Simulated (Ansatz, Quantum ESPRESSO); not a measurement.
# SiC(11-20), H on both faces: the gap along the path at a withheld member of a series

How the rows were computed: Quantum ESPRESSO 7.5, PBE, GBRV ultrasoft. All atoms relax in a periodic cell with 16 Å of vacuum in the starting cell; runs with a sawtooth field of 0 and 0.1 V/Å and a dipole correction follow on the relaxed atoms, and bands along a path. Fermi-Dirac smearing of 0.002 Ry. The slabs take the lattice constants of the bulk relaxed by the same program. The series steps the number of layers.

| number of layers | gap along the path (eV) |
| --- | --- |
| 3 layers | 3.698 |
| 4 layers | 3.435 |
| 5 layers | 3.089 |
| 6 layers | 2.876 |
| 7 layers | 2.814 |

**Question.** What is the gap along the path at 8 layers?

By hand: The rows at 6 layers and 7 layers give a slope of (2.814 − (2.876))/(7 − (6)) = −0.062, so a straight line gives 2.752 eV. A parabola through these and the row at 5 layers gives 2.903 eV.

What the calculation gave: 2.697 eV. The line misses by +0.055 and the parabola by +0.206 eV. The line does better here.

Caveats: Semilocal gaps are too small; no spin-orbit coupling; every broken bond is capped, which crowds large atoms; the ions are held in the field.
